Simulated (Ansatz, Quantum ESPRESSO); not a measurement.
# Aluminum (Fm-3m): phonons and their coupling to the electrons

Aim: phonons of metallic Aluminum (Fm-3m) and how strongly they couple to the electrons.

Method: DFT PBE, scalar-relativistic, plane waves, PseudoDojo norm-conserving pseudopotentials, in Quantum ESPRESSO 7.5.

Report form: the programs' logs are mostly left out.

## Step 1: Set-up

Symmetry: Fm-3m, No. 225, cubic system. The conventional cell has a = 4.050 Å, b = 4.050 Å, c = 4.050 Å, α = 90.00°, β = 90.00°, γ = 90.00°. Nearest to Al lie 12 Al at 2.86 Å.

## Step 2: A probe with smearing

Before anything dear is run, a loose run with smearing shows whether this is a metal and how far the cell is from rest.

The input, probe.in:

```
&control
   calculation = 'scf'
   prefix = 'x'
   outdir = './tmp'
   pseudo_dir = './pseudo'
   tprnfor = .true.
   tstress = .true.
   verbosity = 'high'
/
&system
   ibrav = 0
   nat = 1
   ntyp = 1
   ecutwfc = 32.0
   occupations = 'smearing'
   smearing = 'gaussian'
   degauss = 0.01
/
&electrons
   conv_thr = 1.0d-07
   mixing_beta = 0.7
   electron_maxstep = 100
/
ATOMIC_SPECIES
 Al     26.9815  Al.upf
CELL_PARAMETERS angstrom
     0.000000000    2.024805000    2.024805000
     2.024805000    0.000000000    2.024805000
     2.024805000    2.024805000    0.000000000
ATOMIC_POSITIONS crystal
 Al     0.000000000   0.000000000   0.000000000
K_POINTS automatic
 8 8 8 0 0 0
```

Run with:

```bash
OMP_NUM_THREADS=1 mpirun -n 4 pw.x -nk 4 -in probe.in > probe.out
```

Elapsed: 1.1 s, on 4 MPI ranks of Arm Neoverse N1, shared host.

Read from the output:

- volume per atom: 16.60 Å³
- pressure: -0.8560 GPa
- gap on the k-mesh: 0 eV

No gap opens on this mesh, so smearing is kept; the start stands at -0.86 GPa.

## Step 3: Relaxation

Frequencies change by per cents with a per cent of volume, so the structure is first brought to rest at this level of theory.

The input, relax.in:

```
&control
   calculation = 'vc-relax'
   prefix = 'x'
   outdir = './tmp'
   pseudo_dir = './pseudo'
   tprnfor = .true.
   tstress = .true.
   forc_conv_thr = 2.0d-05
   etot_conv_thr = 1.0d-07
   nstep = 40
/
&system
   ibrav = 0
   nat = 1
   ntyp = 1
   ecutwfc = 32.0
   occupations = 'smearing'
   smearing = 'mv'
   degauss = 0.02
/
&electrons
   conv_thr = 1.0d-11
   mixing_beta = 0.7
   electron_maxstep = 100
/
&ions
/
&cell
   press_conv_thr = 0.2
/
ATOMIC_SPECIES
 Al     26.9815  Al.upf
CELL_PARAMETERS angstrom
     0.000000000    2.024805000    2.024805000
     2.024805000    0.000000000    2.024805000
     2.024805000    2.024805000    0.000000000
ATOMIC_POSITIONS crystal
 Al     0.000000000   0.000000000   0.000000000
K_POINTS automatic
 16 16 16 0 0 0
```

Run with:

```bash
OMP_NUM_THREADS=1 mpirun -n 4 pw.x -nk 4 -in relax.in > relax.out
```

Run time: 5.3 s. Hardware: 4 MPI ranks.

Step by step:

```csv
step,energy less that of the first step (eV),largest force (eV/Å),pressure (GPa),volume (Å³)
1,0.0000,0.0000,-0.95,16.60
2,-0.0004,0.0000,-0.58,16.52
3,-0.0006,0.0000,-0.01,16.40
4,-0.0006,0.0000,0.00,16.40
5,-0.0002,0.0000,-0.02,16.40
```

| conventional cell, symmetrised | before | after | change |
| --- | --- | --- | --- |
| a (Å) | 4.050 | 4.033 | -0.4 % |
| b (Å) | 4.050 | 4.033 | -0.4 % |
| c (Å) | 4.050 | 4.033 | -0.4 % |
| volume (Å³/atom) | 16.60 | 16.40 | -1.2 % |

Final coordinates:

```
CELL_PARAMETERS angstrom
0.00000 2.01661 2.01661
2.01661 0.00000 2.01661
2.01661 2.01661 0.00000
ATOMIC_POSITIONS crystal
Al 0.00000 0.00000 0.00000
```

The last row of the table of steps is pw.x's closing run on a basis chosen anew for the final cell, so its energy can jump.

This step gave:

- volume per atom: 16.40 Å³
- pressure: -0.021 GPa

The volume changes by -1.2 % from the cell with which this run began.

## Step 4: Ground state

The response is built on this ground state, so it is converged far tighter than an energy would need. Smearing stays on, as the first look found no gap above 0.3 eV.

The input, scf.in:

```
&control
   calculation = 'scf'
   prefix = 'x'
   outdir = './tmp'
   pseudo_dir = './pseudo'
   tprnfor = .true.
   tstress = .true.
/
&system
   ibrav = 0
   nat = 1
   ntyp = 1
   ecutwfc = 32.0
   occupations = 'smearing'
   smearing = 'mv'
   degauss = 0.02
/
&electrons
   conv_thr = 1.0d-12
   mixing_beta = 0.7
   electron_maxstep = 100
/
ATOMIC_SPECIES
 Al     26.9815  Al.upf
CELL_PARAMETERS angstrom
     0.000000000    2.016614069    2.016614069
     2.016614069    0.000000000    2.016614069
     2.016614069    2.016614069    0.000000000
ATOMIC_POSITIONS crystal
 Al     0.000000000   0.000000000   0.000000000
K_POINTS automatic
 16 16 16 0 0 0
```

Run with:

```bash
OMP_NUM_THREADS=1 mpirun -n 4 pw.x -nk 4 -in scf.in > scf.out
```

The job ended after 1.9 s (4 MPI ranks).

The cell stands at -0.021 GPa, close enough for phonons.

## Step 5: Levels on a dense mesh

The coupling is a sum over pairs of states at the Fermi level and needs a much denser mesh than the density does.

scf_fit.in, as its differences from scf.in of step 4:

```diff
@@ -16,5 +16,6 @@
    degauss = 0.02
+   la2F = .true.
 /
 &electrons
-   conv_thr = 1.0d-12
+   conv_thr = 1.0d-10
    mixing_beta = 0.7
@@ -31,2 +32,2 @@
 K_POINTS automatic
- 16 16 16 0 0 0
+ 32 32 32 0 0 0
```

Run with:

```bash
OMP_NUM_THREADS=1 mpirun -n 4 pw.x -nk 4 -in scf_fit.in > scf_fit.out
```

Run time: 6.9 s. Hardware: 4 MPI ranks.

This step gave:

| Property | Result |
| --- | --- |
| pressure | -0.038 GPa |

## Step 6: Ground state

The run on the dense mesh left its levels for the electron-phonon sums; ph.x needs the ground state on the coarse mesh, so pw.x runs once more in the same folder.

scf.in is that of step 4.

Run with:

```bash
OMP_NUM_THREADS=1 mpirun -n 4 pw.x -nk 4 -in scf.in > scf.out
```

Elapsed: 1.9 s, on 4 MPI ranks.

Numbers from this step:

| Property | Result |
| --- | --- |
| pressure | -0.021 GPa |

## Step 7: Phonons on a q mesh

Linear response treats each wavevector in the unit cell, with no supercell; the 4×4×4 mesh fixes the range of the force constants to be had. The change of the potential is kept for the electron-phonon matrix elements.

The input, ph.in:

```
phonons
&inputph
   prefix = 'x'
   outdir = './tmp'
   fildyn = 'x.dyn'
   tr2_ph = 1.0d-18
   alpha_mix(1) = 0.4
   nmix_ph = 8
   ldisp = .true.
   nq1 = 4
   nq2 = 4
   nq3 = 4
   electron_phonon = 'interpolated'
   fildvscf = 'dvscf'
   el_ph_sigma = 0.005
   el_ph_nsigma = 10
/
```

Run with:

```bash
OMP_NUM_THREADS=1 mpirun -n 4 ph.x -nk 4 -in ph.in > ph.out
```

It took 5.5 min on 4 MPI ranks; 22 min of CPU time.

Read from the output:

```yaml
largest_acoustic_frequency_at_the_zone_centre_before_the_sum_rule: 0.21 cm⁻¹
lowest_mode_on_the_q_mesh_acoustic_ones_at_the_zone_centre_apart: 111.8 cm⁻¹
```

Frequencies (cm⁻¹) at each irreducible wavevector; negative means imaginary. Frequencies by wavevector:

```csv
q (fractions),star,mode 1,mode 2,mode 3
0 0 0,1,0.21,0.21,0.21
0 0 0.25,8,111.8,111.8,231.7
0 0 -0.5,4,140.3,140.3,321.9
0 0.25 0.25,6,140.1,140.1,242.7
0 0.25 -0.5,24,173.6,221.9,296.1
0 0.25 -0.25,12,155.5,217.5,277.4
0 -0.5 -0.5,3,197.9,197.9,320.2
0.25 -0.5 -0.25,6,218.4,271.5,271.5
```

Couplings of single modes at a Gaussian broadening of 0.02 Ry, as ph.x prints them; it sets λ to zero for modes under 20 cm⁻¹. Mode couplings:

```
  q (fractions)  mode  frequency (cm⁻¹)       λ  linewidth γ (GHz)
       0 0 0.25     1             111.8  0.0604               1.76
       0 0 0.25     2             111.8  0.0604               1.75
       0 0 0.25     3             231.7  0.1955              24.41
       0 0 -0.5     1             140.3  0.0944               4.32
       0 0 -0.5     2             140.3  0.0949               4.34
       0 0 -0.5     3             321.9  0.1679              40.46
    0 0.25 0.25     1             140.1  0.1191               5.44
    0 0.25 0.25     2             140.1  0.1203               5.49
    0 0.25 0.25     3             242.7  0.2347              32.13
    0 0.25 -0.5     1             173.6   0.112               7.84
    0 0.25 -0.5     2             221.9  0.0942              10.79
    0 0.25 -0.5     3             296.1    0.19              38.71
   0 0.25 -0.25     1             155.5  0.0247               1.39
   0 0.25 -0.25     2             217.5  0.1215              13.37
   0 0.25 -0.25     3             277.4  0.2267              40.56
    0 -0.5 -0.5     1             197.9   0.151              13.74
    0 -0.5 -0.5     2             197.9  0.1581              14.39
    0 -0.5 -0.5     3             320.2  0.1393              33.21
0.25 -0.5 -0.25     1             218.4  0.0899               9.97
0.25 -0.5 -0.25     2             271.5   0.204              34.95
0.25 -0.5 -0.25     3             271.5  0.2047              35.08
```

The acoustic modes at Γ come out as far as 0.2 cm⁻¹ from zero, where they should vanish, a small numerical error.

## Step 8: Force constants in real space

The dynamical matrices of the mesh are Fourier-transformed to force constants in real space.

The input, q2r.in:

```
&input
   fildyn = 'x.dyn'
   zasr = 'crystal'
   flfrc = 'x.fc'
   la2F = .true.
/
```

Run with:

```bash
q2r.x < q2r.in > q2r.out
```

Wall time 0.52 s (1 thread).

## Step 9: Dispersion

From the force constants any wavevector is cheap; points of the mesh come back as solved, but for the sum rule and, in polar crystals, the LO-TO term at Γ; the rest is interpolation.

The input, matdyn.in:

```
&input
   asr = 'crystal'
   flfrc = 'x.fc'
   flfrq = 'x.freq'
   flvec = 'x.modes'
   q_in_band_form = .true.
   q_in_cryst_coord = .true.
/
8
  0.0000000   0.0000000   0.0000000  12  ! GAMMA
  0.5000000   0.0000000   0.5000000  12  ! X
  0.6250000   0.2500000   0.6250000   1  ! U
  0.3750000   0.3750000   0.7500000  12  ! K
  0.0000000   0.0000000   0.0000000  12  ! GAMMA
  0.5000000   0.5000000   0.5000000  12  ! L
  0.5000000   0.2500000   0.7500000  12  ! W
  0.5000000   0.0000000   0.5000000   1  ! X
```

Run with:

```bash
matdyn.x -in matdyn.in > matdyn.out
```

The job ended after 0.5 s (1 thread).

This step gave:

* lowest frequency on the path: 0 cm⁻¹
* mean frequency: 210.9 cm⁻¹
* Debye temperature (second moment): 409 K
* logarithmic mean frequency: 200.6 cm⁻¹

Matdyn.x, sum rule crystal. Phonon branches along the path, in cm⁻¹:

| point | branch 1 | branch 2 | branch 3 |
| --- | --- | --- | --- |
| Γ | 0 | 0 | 0 |
| halfway | 140 | 140 | 243 |
| X | 198 | 198 | 320 |
| halfway | 196 | 220 | 312 |
| U | 188 | 260 | 290 |
| jump to K | 188 | 260 | 290 |
| halfway | 132 | 168 | 246 |
| Γ | 0 | 0 | 0 |
| halfway | 112 | 112 | 232 |
| L | 140 | 140 | 322 |
| halfway | 172 | 217 | 304 |
| W | 218 | 272 | 272 |
| halfway | 208 | 226 | 306 |
| X | 198 | 198 | 320 |

Lowest modes at the softest wavevector of the mesh; phase exp(i q.(R + tau)). Modes at q = (0.000, 0.250, 0.000):

```csv
mode,frequency (cm⁻¹)
1,111.8
2,111.8
3,231.7
```

Displacements in mode 2 (111.8 cm⁻¹), the largest set to 1, in the home cell:
```
Al1 0.00 1.00 1.00
```

Displacements in mode 3 (231.7 cm⁻¹), the largest set to 1, in the home cell:
```
Al1  1.00 -1.00  1.00
```

Force constants by pair (phonopy on the run's constants); pairs near half the supercell's span include their periodic images. Pair force constants, by row:

```csv
atom,neighbour,distance (Å),third of the trace (eV/Å²),along the pair's line (eV/Å²)
Al1,itself,0,4.802,–
Al1,Al,2.852,-0.3762,-1.308
Al1,Al,4.033,-0.0189,-0.1006
Al1,Al,4.94,0.0067,0.0269
Al1,Al,5.704,-0.0339,-0.0986
Al1,Al,6.377,-0.011,-0.0296
Al1,Al,6.986,-0.004,-0.004
```

Harmonic mean-square displacement, third of the trace. Mean-square displacements:

| T (K) | Al1 U_eq (Å²) |
| --- | --- |
| 0 | 0.00332 |
| 100 | 0.00421 |
| 300 | 0.00921 |
| 600 | 0.01769 |

Mode patterns, pair constants, displacements and means over the zone were worked out by phonopy from the force constants of q2r.x.

All branches are real along the path.

## Step 10: Density of states

Sums over the zone need many more wavevectors than were solved, so the interpolation is sampled on a dense mesh.

The input, matdyn.in:

```
&input
   asr = 'crystal'
   flfrc = 'x.fc'
   dos = .true.
   fldos = 'x.dos'
   nk1 = 19
   nk2 = 19
   nk3 = 19
   deltaE = 1.0
   la2F = .true.
/
```

Run with:

```bash
matdyn.x -in matdyn.in > matdyn.out
```

It took 23 s on 1 thread.

This step gave:

```yaml
share_of_modes_beyond_3i_cm_minus1_on_the_dense_interpolated_mesh: 0
electron_phonon_coupling_constant: 0.3955
logarithmic_mean_frequency_weighted_by_the_coupling: 321.6 K
zero_point_energy_per_atom: 39.22 meV
heat_capacity_at_300_k: 22.79 J/(mol atoms K)
vibrational_entropy_at_300_k: 27.00 J/(mol atoms K)
```

Tetrahedra. Phonon density of states against wavenumber; read off at these points:

```csv
wavenumber (cm⁻¹),phonon density of states (1/cm⁻¹/cell)
0.0,0
10.0,1.0e-5
20.0,3.0e-5
30.0,1.6e-4
40.0,2.9e-4
50.0,5.2e-4
60.0,8.2e-4
70.0,0.00115
80.0,0.00163
90.0,0.00221
100.0,0.00307
110.0,0.0041
120.0,0.00567
130.0,0.0081
140.0,0.0133
150.0,0.0174
160.0,0.0185
170.0,0.0191
180.0,0.0197
190.0,0.0206
196.0,0.0216
200.0,0.0185
210.0,0.0134
220.0,0.01
230.0,0.0101
240.0,0.0102
250.0,0.0100
260.0,0.00983
270.0,0.00576
280.0,0.0123
290.0,0.0269
294.0,0.0291
300.0,0.0192
310.0,0.0106
320.0,0.0019
```

Harmonic thermodynamic functions per atom, summed over the density of states scaled to three modes an atom; melting is ignored. Thermodynamic functions:

```csv
T (K),F_vib (meV/atom),S (J/mol-atom/K),C_V (J/mol-atom/K)
0,39.22,0,0
50,39.09,1.11,3.523
100,37.25,6.452,12.54
200,24.26,18.18,20.48
300,0.61,27,22.79
400,-30.99,33.7,23.7
500,-68.78,39.04,24.13
600,-111.6,43.46,24.38
700,-158.7,47.23,24.52
800,-209.3,50.52,24.62
900,-263.2,53.42,24.69
1000,-320,56.02,24.74
```

λ by broadening:

```
broadening (Ry)  lambda  N(E_F) (states/spin/Ry/cell)  ω_log (K)
          0.005  0.4012                          2.56        336
           0.01  0.3847                         2.672      320.7
          0.015  0.3915                         2.703      320.8
           0.02  0.3955                         2.709      321.6
          0.025  0.3956                         2.713      321.2
           0.03  0.3955                         2.717        320
          0.035  0.3963                          2.72      318.6
           0.04  0.3976                         2.722      317.2
          0.045  0.3993                         2.723      316.1
           0.05  0.4009                         2.723      315.1
```

Gaussian broadening 0.02 Ry. The alpha^2 F by phonon energy; read off at these points:

phonon energy (meV), alpha^2 F and a bar:
```
      2.0      0.000 
      4.0      0.000 
      6.0      0.001 
      8.0      0.002 
     10.0      0.005 
     12.0      0.010 
     14.0      0.019 #
     16.0      0.036 #
     18.0      0.092 ###
     20.0      0.117 ####
     22.0      0.165 ######
     24.0      0.237 #########
     24.4      0.264 ##########
     26.0      0.182 #######
     28.0      0.184 #######
     30.0      0.220 ########
     32.0      0.248 #########
     32.3      0.252 #########
     34.0      0.193 #######
     36.0      0.756 ############################
     36.5      0.804 ##############################
     38.0      0.333 ############
```

At 300 K the heat capacity has reached 91 % of the Dulong-Petit value.

## Step 11: The same in Ansatz

A second program on the same cell, potentials, cutoff and meshes tests the implementation of the phonon response, not its convergence. Its couplings are summed in its own way. Its k mesh is centred on Γ.

This step: DFT PBE, scalar-relativistic, plane waves, PseudoDojo norm-conserving pseudopotentials (Ansatz 0.2.0).

The input, input.yaml:

```yaml
crystal:
  lattice:
    - [0.0, 2.016614069, 2.016614069]
    - [2.016614069, 0.0, 2.016614069]
    - [2.016614069, 2.016614069, 0.0]
  atoms:
    - { symbol: Al, position: [0.0, 0.0, 0.0] }
kpoints:
  mp_grid: { grid: [16, 16, 16] }
hamiltonian:
  xc: pbe
  pseudopotentials: { kind: nc, accuracy: standard }
scf:
  occupations: { method: cold, width: 0.27211 }
output:
  eigenvalues: true
basis:
  ecutwfc: 435.382
phonons:
  method: dfpt
  qmesh: [4, 4, 4]
  temperatures: { t_max: 1000, t_step: 50 }
  qpath:
    path:
      - [[0.0, 0.0, 0.0], [0.5, 0.0, 0.5], [0.625, 0.25, 0.625]]
      - [[0.375, 0.375, 0.75], [0.0, 0.0, 0.0], [0.5, 0.5, 0.5], [0.5, 0.25, 0.75], [0.5, 0.0, 0.5]]
    npoints: 12
  electrical_resistivity: { temperatures: [77, 300], mesh: [32, 32, 32] }
```

Run with:

```bash
ansatz run input.yaml --threads 4 --pin off --max-ram 8192MiB --backend cpu --events-out ev --progress --plain --runs-dir out
```

Run time: 2.7 min. Hardware: 4 threads; peak memory 1.8 GiB.

Read from the output:

```
sum-rule residual before enforcement                : 1.03e-4 eV/Å²
electron-phonon coupling constant                   : 0.4273
logarithmic mean frequency weighted by the coupling : 283.2 K
vibrational entropy at 300 K                        : 27.03 J/(mol atoms K)
```

The alpha^2 F by phonon energy; read off at these points:

phonon energy (meV), alpha^2 F and a bar:
```
      2.0      0.001 
      4.0      0.004 
      6.0      0.008 
      8.0      0.015 #
     10.0      0.023 #
     12.0      0.030 #
     14.0      0.040 ##
     16.0      0.055 ##
     18.0      0.117 #####
     20.0      0.148 #######
     22.0      0.176 ########
     24.0      0.216 ##########
     24.3      0.249 ###########
     26.0      0.173 ########
     28.0      0.175 ########
     30.0      0.206 #########
     32.0      0.222 ##########
     34.0      0.228 ##########
     36.0      0.659 ##############################
     36.3      0.667 ##############################
     38.0      0.326 ###############
```

## Step 12: The two compared: QE PseudoDojo and Ansatz, PseudoDojo

Worked out from the results:

```yaml
root_mean_square_difference: 0 cm⁻¹
largest_difference: 0 cm⁻¹
root_mean_square_difference_on_the_path: 0 cm⁻¹
largest_difference_on_the_path: 0 cm⁻¹
```

The two runs side by side. Further quantities:

| quantity | QE PseudoDojo | Ansatz, PseudoDojo |
| --- | --- | --- |
| λ | 0.396 | 0.427 |
| ω_log (K) | 321.6 | 283.2 |

The interpolated bands of the two lie on top of each other.

At the solved wavevectors the largest difference (acoustic modes at Γ apart) is 0.003 % of the highest mode; λ differs by 7.3 %.

## Step 13: What came out

- space group after relaxation: Fm-3m
- volume per atom: 16.4 Å³
- q mesh: 4×4×4
- lowest mode on the q mesh (acoustic ones at the zone centre apart): 111.8 cm⁻¹
- zero-point energy per atom: 39.2 meV
- heat capacity at 300 K: 22.8 J/(mol atoms K)
- vibrational entropy at 300 K: 27.0 J/(mol atoms K)
- coupling constant for broadenings of 0.01 to 0.04 Ry: 0.38 to 0.40
- logarithmic mean frequency over the same range: 317 to 322 K
- imaginary modes on the q mesh: none
- largest difference from Ansatz, PseudoDojo: 0 cm⁻¹

λ is about 0.39 and holds within 15 % over the middle broadenings, a weak coupling. λ is 0.40 by Gaussian broadening on the dense mesh and 0.43 by Ansatz's sums without a broadening; neither is converged in the meshes. Aluminum (Fm-3m) is dynamically stable on the 4×4×4 mesh; its spectrum reaches 322 cm⁻¹. QE PseudoDojo and Ansatz, PseudoDojo agree to 0.01 cm⁻¹ (0.003 % of the highest mode compared) on all solved modes but the acoustic ones at Γ. These are harmonic frequencies at zero temperature: anharmonic shifts and linewidths and thermal expansion are left out. In a metal the frequencies hang on the k mesh and the smearing, most of all near Kohn anomalies. The relaxation ran at 32 Ry, under the 40 Ry recommended for these files; the stress of so short a basis can leave the cell about one per cent too small. Ansatz warns that the cutoff lies 20 % under the one recommended for these files; agreement at one cutoff is not convergence.

[Host names and launcher messages were left out of these logs when they were recorded.]

[Logs are printed without paths, hosts, clocks, repeated set-up lines and the standing remarks that a program may print on its own settings, such as how far it seeks lower states.]

[Hosts, paths, dates, database ids (printed as entryN), source tags and the programs' standing remarks are cut or masked in the printed files.]
